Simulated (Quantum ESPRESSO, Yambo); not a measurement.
An input for Quantum ESPRESSO 7.5 (Ga2O3 (R-3c)):

```
&control
  calculation = 'scf'
  prefix = 'x'
  outdir = 'o'
  pseudo_dir = 'pseudo'
/
&system
  ibrav = 0
  nat = 10
  ntyp = 2
  ecutwfc = 104.0
  nbnd = 138
  force_symmorphic = .true.
  noncolin = .true.
  lspinorb = .true.
/
&electrons
  conv_thr = 1e-10
  electron_maxstep = 80
  mixing_beta = 0.5
/
ATOMIC_SPECIES
  Ga 69.723 Ga.upf
  O 15.999 O.upf
CELL_PARAMETERS angstrom
  2.4986991939 1.4426246522 4.4835497685
  -2.4986991939 1.4426246522 4.4835497685
  0.0000000000 -2.8852493044 4.4835497685
ATOMIC_POSITIONS crystal
  Ga 0.8555855800 0.8555855800 0.8555855800
  Ga 0.6444144200 0.6444144200 0.6444144200
  Ga 0.1444144200 0.1444144200 0.1444144200
  Ga 0.3555855800 0.3555855800 0.3555855800
  O 0.7500000000 0.4468328200 0.0531671800
  O 0.4468328200 0.0531671800 0.7500000000
  O 0.0531671800 0.7500000000 0.4468328200
  O 0.2500000000 0.5531671800 0.9468328200
  O 0.9468328200 0.2500000000 0.5531671800
  O 0.5531671800 0.9468328200 0.2500000000
K_POINTS automatic
  6 6 6 0 0 0
```

```sh
OMP_NUM_THREADS=1 mpirun -n 32 pw.x -nk 8 -in pw.in > pw.out
```

Question: How long will it take on 32 MPI ranks of Arm Neoverse V2, shared host, and how much memory?

It took 2.8 min; on shared hardware allow 85 s to 5.7 min. Peak host memory was 6.8 GiB.

[Paths, hosts, dates, memory and timing lines, banners, echoed tables and standing remarks are left out of the program output.]

[Logs are printed without paths, hosts, clocks, repeated set-up lines and the standing remarks that a program may print on its own settings, such as how far it seeks lower states.]

[Runs of the session that timed out or met a known fault of the program may be left out.]

[Hosts, paths, dates, database ids (printed as entryN), source tags and the programs' standing remarks are cut or masked in the printed files.]
